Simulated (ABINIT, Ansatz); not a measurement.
Entries from a set of simulations; values are calculated unless marked as measured.

```xyz
12
Lattice="4.699 0.000 0.000 0.000 5.729 0.000 -0.053 0.000 4.936" Properties=species:S:1:pos:R:3 pbc="T T T" subject="How the form of the self-energy moves the gap of ZnWO4 (P2/c)" method="RPA screening on LDA, plane waves, norm-conserving pseudopotentials (and 3 further levels or steps)" program="ABINIT 10.8.3" settings="cutoff 36 Ha, PseudoDojo scalar-relativistic 0.4.1 standard, norm-conserving, ngkpt (4, 2, 2), nband 219, ecuteps 5.2 Ha, gwcalctyp 2, nfreqre 16, nfreqim 8, inclvkb 2, freqremax 40 eV, spmeth 1, nomegasf 120, shiftk (0, 0, 0), symchi 1, awtr 1, frequency cd, 4×2×2 k-mesh" notes="The program’s warnings: Min real frequency set to default [Ha] = and nproc spkpt=  >= nkpt= * nsppol=. The cell and positions come from the Crystallography Open Database and are kept as given unless a step says otherwise. Limits: d shell near the gap, gap tends to lie low; no spin-orbit coupling. Against experiment, by G0W0, Godby-Needs plasmon pole: the direct gap of 4.68 eV lies +0.78 eV from the measured 3.9 eV (direct, 300 K, 2008). An exciton line or allowed optical edge lies below the quasiparticle gap by the binding energy; a forbidden edge can push the onset above it. These are gaps on the mesh, at modest bands and cutoff. The calculation has static nuclei and no excitons; a measured gap holds zero-point and thermal motion, which mostly lowers it. A computed gap this far above an optical edge points to tightly bound excitons, as in closed-shell oxyanion or halide crystals, beside strong electron-phonon effects. With atoms this heavy the missing spin-orbit coupling may be the largest error. The 4×2×2 mesh is coarse for this cell, which bears on the long-range parts of exchange and screening." g0w0_godby_needs_plasmon_pole="4.683 eV" g0w0_engel_farid_plasmon_pole="4.695 eV" g0w0_von_der_linden_horsch_plasmon_pole="4.737 eV" one_shot_hartree_fock="13.584 eV" g0w0_contour_deformation="4.625 eV" known_limits="short of the basis limit; d shell near the gap, gap tends to lie low; no spin-orbit coupling; coarse k mesh"
Zn    2.336    3.919    1.234
Zn    2.310    1.810    3.702
W    -0.013    1.046    1.234
W    -0.040    4.683    3.702
O     0.970    0.602    4.622
O     3.650    0.602    2.783
O     3.676    5.127    0.314
O     0.996    5.127    2.154
O     1.184    2.164    1.973
O     3.488    2.164    0.496
O     3.462    3.565    2.964
O     1.158    3.565    4.441
```

[Long decimals in the printed logs are rounded to 6 places.]

[Logs are printed without paths, hosts, clocks, repeated set-up lines and the standing remarks that a program may print on its own settings, such as how far it seeks lower states.]

[Paths, hosts, dates, memory and timing lines, banners, echoed tables and standing remarks are left out of the program output; an Ansatz launch command may be rebuilt from the run's recorded settings. Measured values are a selection of at most five: reports struck by readers or far from the other reports are left out. None is set beside runs whose start may be inverted or whose files or cutoffs have a known fault.]

[Runs of the session that timed out or met a known fault of the program may be left out.]

[Hosts, paths, dates, database ids (printed as entryN), source tags and the programs' standing remarks are cut or masked in the printed files.]

[G0W0 gaps are taken among the corrected bands and points alone; a level outside them can change the order at an edge.]

[Where Ansatz stands beside ABINIT at settings called matched, ABINIT's density can come from a denser mesh and the files from another edition; pairs whose starting gaps differed by over 0.03 eV were left out, so agreement reads better than it is.]
